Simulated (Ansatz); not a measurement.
# What KSrCl3 (model cell, started as cubic perovskite with Sr in the octahedra) distorts into, part 2 of 3

Aim: this structure of KSrCl3 (model cell, started as cubic perovskite with Sr in the octahedra) is to be tested for unstable modes, and one is followed downhill.

Ansatz 0.2.0; DFT PBEsol, scalar-relativistic, plane waves, PAW; PAW set soft_1.

So far, highest frequency on the path or at a solved wavevector (cm⁻¹): step 2 (the dispersion) 288. Also lowest frequency on the path (cm⁻¹): step 2 -67.2.

The structure was built from a prototype and need not be the compound's stable phase.

## (6) Relaxing from the distorted cell

Starting from the lowest point found, all atoms and the cell are let go, so that strain and other modes of the same symmetry can join in.

input.yaml reads:

```yaml
crystal:
  lattice:
    - [5.5845481721, 5.5845481721, 0.0]
    - [5.5845481721, 0.0, 5.5845481721]
    - [5.5845481721, 0.0, -5.5845481721]
  atoms:
    - { symbol: K, position: [0.0, 0.0, 0.0] }
    - { symbol: K, position: [0.0, 0.5, 0.5] }
    - { symbol: Sr, position: [0.5, 0.25, 0.75] }
    - { symbol: Sr, position: [0.5, 0.75, 0.25] }
    - { symbol: Cl, position: [0.5759710644, 0.0, 0.0] }
    - { symbol: Cl, position: [0.4240289356, 0.5, 0.5] }
    - { symbol: Cl, position: [0.0, 0.4240289356, 0.0] }
    - { symbol: Cl, position: [0.0, 0.0759710644, 0.5] }
    - { symbol: Cl, position: [0.5759710644, -0.0759710644, 0.5] }
    - { symbol: Cl, position: [0.4240289356, 0.5759710644, 0.0] }
kpoints:
  mp_grid: { grid: [4, 4, 4] }
hamiltonian:
  xc: pbesol
  pseudopotentials: { kind: paw, azcp: { folder: soft_1 }, xc_functional: pbe }
scf:
  occupations: { method: fixed }
output:
  forces: true
  stress: true
  eigenvalues: true
relax:
  adjacent_minimum: "off"
  f_tol: 0.002
  max_steps: 120
  cell: { stress_tol: 0.03 }
```

Launch:

```sh
$ ansatz run input.yaml --threads 4 --pin off --max-ram 16384MiB --backend cpu --events-out ev --progress --plain --runs-dir out
```

Numbers of over 12 decimals in the logs are rounded to 6 here.

Log:

```text
[...]
Crystal: 10 atoms, lattice volume = 348.333 Å³
Basis set: ecut = 420 eV, 6855 PW (Γ), exchange–correlation on 108×108×108 points (8 copies of the dense FFT grid, shifted against one another)
Bands: 50, of which v1, the nominal top of the filled ones, is band 40 counted from 1 (39 counted from 0)
Symmetry: 12 space group operations
[...]
k-points: 13 of 64
[...]
SCF iter   1: F=—  HF=-16407.891654 eV  |F-HF|=—  |Δ(HF+E_count)|=         —  Δρ=4.10e-2  dr2=1.05e1  ethr=3.10e-3  ⟨swp⟩=10.1  Hψ=3870  notcnv=0  defer=100
[...]
SCF iter   8: F=-16403.608688 eV  HF=-16403.608688 eV  |F-HF|=4.03e-8  |Δ(HF+E_count)|=   2.34e-6  Δρ=3.01e-6  dr2=4.53e-8  ethr=1.25e-10  ⟨swp⟩=21.6  Hψ=5868  notcnv=0
SCF 1 converged in 8 iterations: F = -16403.608688 eV  dr2 = 4.53e-8
[...]
relax step   1: F+E_penalty+E_count = -16403.60868835 eV  Δ(F+E_penalty+E_count) = +0.000e0 eV  max|allowed force component| = 1.025e-1 eV/Å  Δτ_max = 0.0000 Å  P = -1.039 GPa  Ω = 348.333 Å³  (8 SCF iters, dr2 threshold 1.00e-7 eV, accepted)
Crystal: 10 atoms, lattice volume = 337.752 Å³
Basis set: ecut = 420 eV, 6615 PW (Γ), exchange–correlation on 108×108×108 points (8 copies of the dense FFT grid, shifted against one another)
[...]
iter 1 solved again at ethr=1.58e-5 eV; its pass at ethr=3.10e-3 eV (dr2=1.27e-2 eV) is discarded
[...]
SCF iter   5: F=-16403.711494 eV  HF=-16403.711492 eV  |F-HF|=1.70e-6  |Δ(HF+E_count)|=   4.81e-6  Δρ=1.72e-5  dr2=9.33e-7  ethr=1.25e-9  ⟨swp⟩=17.4  Hψ=5164  notcnv=0
SCF 2 converged in 5 iterations: F = -16403.711494 eV  dr2 = 9.33e-7
relax step   2: F+E_penalty+E_count = -16403.71149401 eV  Δ(F+E_penalty+E_count) = -1.028e-1 eV  max|allowed force component| = 1.029e-1 eV/Å  Δτ_max = 0.0574 Å  P = -0.569 GPa  Ω = 337.752 Å³  energy of the carried Pulay correction = +2.026e-4 eV  (5 SCF iters, dr2 threshold 1.00e-6 eV, accepted)
Crystal: 10 atoms, lattice volume = 321.364 Å³
Basis set: ecut = 420 eV, 6231 PW (Γ), exchange–correlation on 108×108×108 points (8 copies of the dense FFT grid, shifted against one another)
[...]
SCF iter   6: F=-16403.820928 eV  HF=-16403.820927 eV  |F-HF|=1.74e-7  |Δ(HF+E_count)|=   6.51e-6  Δρ=5.79e-6  dr2=1.17e-7  ethr=1.25e-9  ⟨swp⟩=19.1  Hψ=4683  notcnv=0
SCF 3 converged in 6 iterations: F = -16403.820928 eV  dr2 = 1.17e-7
[...]
relax step   3: F+E_penalty+E_count = -16403.82092759 eV  Δ(F+E_penalty+E_count) = -1.094e-1 eV  max|allowed force component| = 3.109e-2 eV/Å  Δτ_max = 0.1958 Å  P = +0.142 GPa  Ω = 321.364 Å³  energy of the carried Pulay correction = +5.290e-4 eV  (6 SCF iters, dr2 threshold 1.00e-6 eV, accepted)
[...]
relax step   4: F+E_penalty+E_count = -16403.82762556 eV  Δ(F+E_penalty+E_count) = -6.698e-3 eV  max|allowed force component| = 3.829e-3 eV/Å  Δτ_max = 0.0169 Å  P = -0.008 GPa  Ω = 322.505 Å³  energy of the carried Pulay correction = +5.058e-4 eV  (5 SCF iters, dr2 threshold 1.69e-7 eV, accepted)
[...]
relax step   5: F+E_penalty+E_count = -16403.82769025 eV  Δ(F+E_penalty+E_count) = -6.469e-5 eV  max|allowed force component| = 2.052e-4 eV/Å  Δτ_max = 0.0038 Å  P = +0.008 GPa  Ω = 322.466 Å³  energy of the carried Pulay correction = +5.066e-4 eV  (5 SCF iters, dr2 threshold 9.16e-10 eV, accepted)
[...]
SCF iter   4: F=-16403.827258 eV  HF=-16403.827258 eV  |F-HF|=2.91e-11  |Δ(HF+E_count)|=  4.37e-11  Δρ=1.83e-7  dr2=3.27e-11  ethr=1.00e-12  ⟨swp⟩=23.0  Hψ=5700  notcnv=0
SCF 6 converged in 4 iterations: F = -16403.827258 eV  dr2 = 3.27e-11
relax step   6: F+E_penalty+E_count = -16403.82725783 eV  Δ(F+E_penalty+E_count) = +4.324e-4 eV  max|allowed force component| = 2.328e-4 eV/Å  Δτ_max = 0.0000 Å  P = +0.008 GPa  Ω = 322.466 Å³  stress off target by 8.03e-3 GPa  SCF on the basis re-selected at this cell (its energy is not comparable with the rows above)  (4 SCF iters)
basis re-selected at this cell: Δ(F+E_penalty+E_count) = +4.324e-4 eV, ΔP = -0.001 GPa vs the last step (what re-selecting the basis moved, of the pressure what is left beyond the Pulay correction that the steps carried, after the strain that the cell walked since its last selection, with what the two solves' SCF thresholds leave and, on support functions, any second-order correction that the steps lacked; it is no m [...]
SCF converged after 4 iterations
Free energy (F): -16403.827258 eV
[...]
Internal energy: -16403.827258 eV  (E = F + TS)
E sigma→0 (E₀):  -16403.827258 eV
Fermi energy:    1.092566 eV
[...]
--- Forces (eV/Å), atoms counted from 1 ---
  atom   1  K     -0.00000000    -0.00000000     0.00000000
  atom   2  K      0.00000000     0.00000000    -0.00000000
  atom   3  Sr     0.00000000     0.00000000    -0.00000000
  atom   4  Sr     0.00000000    -0.00000000     0.00000000
  atom   5  Cl     0.00023281     0.00023281     0.00000000
  atom   6  Cl    -0.00023281    -0.00023281     0.00000000
  atom   7  Cl    -0.00023281     0.00000000    -0.00023281
  atom   8  Cl     0.00023281    -0.00000000     0.00023281
  atom   9  Cl     0.00000000     0.00023281    -0.00023281
  atom  10  Cl    -0.00000000    -0.00023281     0.00023281
  max |Σ_I F_I| component: 4.79e-19 eV/Å
--- Stress (GPa, compression-positive) ---
        0.007615      -0.000205      -0.000205
       -0.000205       0.007615       0.000205
       -0.000205       0.000205       0.007615
  P = ⅓ Tr σ = 0.0076 GPa (0.076 kbar)
--- Band table (eV; the first three rows and the last of 13) ---
  k-point 0: bands = [... 36 lower, 0.8978, 0.9413, 0.9413, 1.0926, 6.1101, 7.5054, 7.5054, 7.6056, ... 6 higher]
  k-point 1: bands = [... 36 lower, 0.7722, 0.7816, 0.9378, 0.9378, 6.5911, 7.6752, 7.6752, 7.8555, ... 6 higher]
  k-point 2: bands = [... 36 lower, 0.8212, 0.8212, 0.8212, 0.8212, 7.5133, 7.5133, 8.1070, 8.1070, ... 6 higher]
  k-point 12: bands = [... 36 lower, 0.7888, 0.7888, 0.9052, 0.9052, 7.6418, 7.6418, 8.0115, 8.0115, ... 6 higher]
--- Relaxed structure (5 steps of the walk, 5 accepted, 1 SCFs on fresh bases) ---
  F+E_penalty+E_count = -16403.82725783 eV   max|allowed force component| = 2.328e-4 eV/Å   (the final SCF, on the basis selected at the relaxed cell)
  cell:  # Å, volume = 322.4659 Å³
    - [5.476134, 5.476134, 2.0816681711721685e-17]
    - [5.476134, 1.3877787807814457e-17, 5.476134]
    - [5.409761, 0.066373, -5.409761]
  atoms:
    - { symbol: K, position: [2.4850332345859034e-19, 3.1062915432323765e-19, 1.863774925939425e-19] }
    - { symbol: K, position: [-4.607859233063394e-19, 0.5, 0.500000] }
    - { symbol: Sr, position: [0.5, 0.25, 0.750000] }
    - { symbol: Sr, position: [0.5, 0.750000, 0.250000] }
    - { symbol: Cl, position: [0.605413, 0, 0] }
    - { symbol: Cl, position: [0.394587, 0.500000, 0.500000] }
    - { symbol: Cl, position: [1.734723475976807e-18, 0.394587, 0.0] }
    - { symbol: Cl, position: [-1.734723475976807e-18, 0.105413, 0.5] }
    - { symbol: Cl, position: [0.605413, -0.105413, 0.500000] }
    - { symbol: Cl, position: [0.394587, 0.605413, 5.551115123125783e-17] }
```

Run time: 27 s. Hardware: 4 threads of Arm Neoverse V1, shared host; peak memory 0.81 GiB.

Relaxation path:

| step | energy less that of the first step (eV) | largest force component (eV/Å) | pressure (GPa) | volume (Å³) |
| --- | --- | --- | --- | --- |
| 1 | 0.0000 | 0.1025 | -1.04 | 348.33 |
| 2 | -0.1028 | 0.1029 | -0.57 | 337.75 |
| 3 | -0.2122 | 0.0311 | 0.14 | 321.36 |
| 4 | -0.2189 | 0.0038 | -0.01 | 322.51 |
| 5 | -0.2190 | 0.0002 | 0.01 | 322.47 |
| 6* | -0.2186 | 0.0002 | 0.01 | 322.47 |

Relaxation steps marked * repeat the geometry before them on a plane-wave basis chosen anew for their cell, so energy and pressure can jump there.

Forces are held to the 12 operations that the run works with; a distortion that breaks them can't arise in this run.

| conventional cell, symmetrised | before | after | change |
| --- | --- | --- | --- |
| a (Å) | 7.898 | 7.744 | -1.9 % |
| b (Å) | 7.898 | 7.744 | -1.9 % |
| c (Å) | 19.345 | 18.625 | -3.7 % |
| volume (Å³/atom) | 34.83 | 32.25 | -7.4 % |

The atoms that moved most (Å, as changes of fractional coordinates times the final cell):

| atom | dx | dy | dz | length |
| --- | --- | --- | --- | --- |
| Cl7 | -0.161 | 0.000 | -0.161 | 0.228 |
| Cl8 | 0.161 | 0.000 | 0.161 | 0.228 |
| Cl9 | 0.000 | 0.161 | -0.161 | 0.228 |
| Cl10 | 0.000 | -0.161 | 0.161 | 0.228 |
| Cl5 | 0.161 | 0.161 | 0.000 | 0.228 |
| Cl6 | -0.161 | -0.161 | 0.000 | 0.228 |

The relaxed structure:

```cif
data_structure
_symmetry_space_group_name_H-M 'P 1'
_symmetry_Int_Tables_number 1
_cell_length_a 7.7444
_cell_length_b 7.7444
_cell_length_c 7.6508
_cell_angle_alpha 90.000
_cell_angle_beta 59.595
_cell_angle_gamma 60.000
_cell_volume 322.47
loop_
_atom_site_label
_atom_site_type_symbol
_atom_site_fract_x
_atom_site_fract_y
_atom_site_fract_z
_atom_site_occupancy
K1 K 0.00000 0.00000 0.00000 1
K2 K 0.00000 0.50000 0.50000 1
Sr3 Sr 0.50000 0.25000 0.75000 1
Sr4 Sr 0.50000 0.75000 0.25000 1
Cl5 Cl 0.60541 0.00000 0.00000 1
Cl6 Cl 0.39459 0.50000 0.50000 1
Cl7 Cl 0.00000 0.39459 0.00000 1
Cl8 Cl 0.00000 0.10541 0.50000 1
Cl9 Cl 0.60541 0.89459 0.50000 1
Cl10 Cl 0.39459 0.60541 0.00000 1
```

Numbers from this step:

```
pressure          : 0.007615 GPa
gap on the k-mesh : 5.018 eV
volume per atom   : 32.25 Å³
```

The distorted start has space group R-3c; the relaxation ends in R-3c.

## (7) The new phase in its own primitive cell

The relaxed structure is symmetrised, reduced to its primitive cell and relaxed tightly, as its phonons need.

input.yaml reads:

```yaml
crystal:
  lattice:
    - [3.8722117306, 2.235622485, 6.2083331161]
    - [-3.8722117306, 2.235622485, 6.2083331161]
    - [0.0, -4.47124497, 6.2083331161]
  atoms:
    - { symbol: K, position: [0.75, 0.75, 0.75] }
    - { symbol: K, position: [0.25, 0.25, 0.25] }
    - { symbol: Sr, position: [0.5, 0.5, 0.5] }
    - { symbol: Sr, position: [0.0, 0.0, 0.0] }
    - { symbol: Cl, position: [0.3554127781, 0.75, 0.1445872219] }
    - { symbol: Cl, position: [0.6445872219, 0.25, 0.8554127781] }
    - { symbol: Cl, position: [0.1445872219, 0.3554127781, 0.75] }
    - { symbol: Cl, position: [0.8554127781, 0.6445872219, 0.25] }
    - { symbol: Cl, position: [0.25, 0.8554127781, 0.6445872219] }
    - { symbol: Cl, position: [0.75, 0.1445872219, 0.3554127781] }
kpoints:
  mp_grid: { grid: [3, 3, 3] }
hamiltonian:
  xc: pbesol
  pseudopotentials: { kind: paw, azcp: { folder: soft_1 }, xc_functional: pbe }
scf:
  occupations: { method: fixed }
output:
  forces: true
  stress: true
  eigenvalues: true
relax:
  adjacent_minimum: "off"
  f_tol: 0.001
  max_steps: 60
  cell: { stress_tol: 0.01 }
```

Log:

```text
[...]
Crystal: 10 atoms, lattice volume = 322.466 Å³
Basis set: ecut = 420 eV, 6279 PW (Γ), exchange–correlation on 108×108×108 points (8 copies of the dense FFT grid, shifted against one another)
Bands: 50, of which v1, the nominal top of the filled ones, is band 40 counted from 1 (39 counted from 0)
Symmetry: 12 space group operations
[...]
k-points: 6 of 27
[...]
- { symbol: Sr, position: [0.5, 0.5, 0.5] }
    - { symbol: Sr, position: [0.0, 0.0, 0.0] }
    - { symbol: Cl, position: [0.355413, 0.750000, 0.144587] }
    - { symbol: Cl, position: [0.6445872219, 0.25, 0.8554127781] }
    - { symbol: Cl, position: [0.1445872219, 0.355413, 0.75] }
    - { symbol: Cl, position: [0.8554127781, 0.644587, 0.25] }
    - { symbol: Cl, position: [0.250000, 0.8554127781, 0.6445872219] }
    - { symbol: Cl, position: [0.75, 0.144587, 0.3554127781] }
[key lines of the parts left out:]
SCF converged after 6 iterations
Free energy (F): -16403.827177 eV
Fermi energy:    1.092599 eV
P = ⅓ Tr σ = 0.0078 GPa (0.078 kbar)
```

It took 5.2 s on 4 threads; peak memory 0.72 GiB; 20 s of CPU time.

Little changed from the start: no atom moved by 0.005 Å and no cell edge by 0.1 %.

This step gave:

| Quantity | Value |
| --- | --- |
| pressure | 0.007810 GPa |
| gap on the k-mesh | 5.017 eV |
| direct gap on mesh | 5.017 eV |

The largest force component left is 0.35 meV/Å and the pressure is 0.008 GPa, within the tolerances set. The cell now holds 32.25 Å³/atom.

(Part 2 of 3 ends here.)

[Logs are printed without paths, hosts, clocks, repeated set-up lines and the standing remarks that a program may print on its own settings, such as how far it seeks lower states.]

[Hosts, paths, dates, database ids (printed as entryN), source tags and the programs' standing remarks are cut or masked in the printed files.]
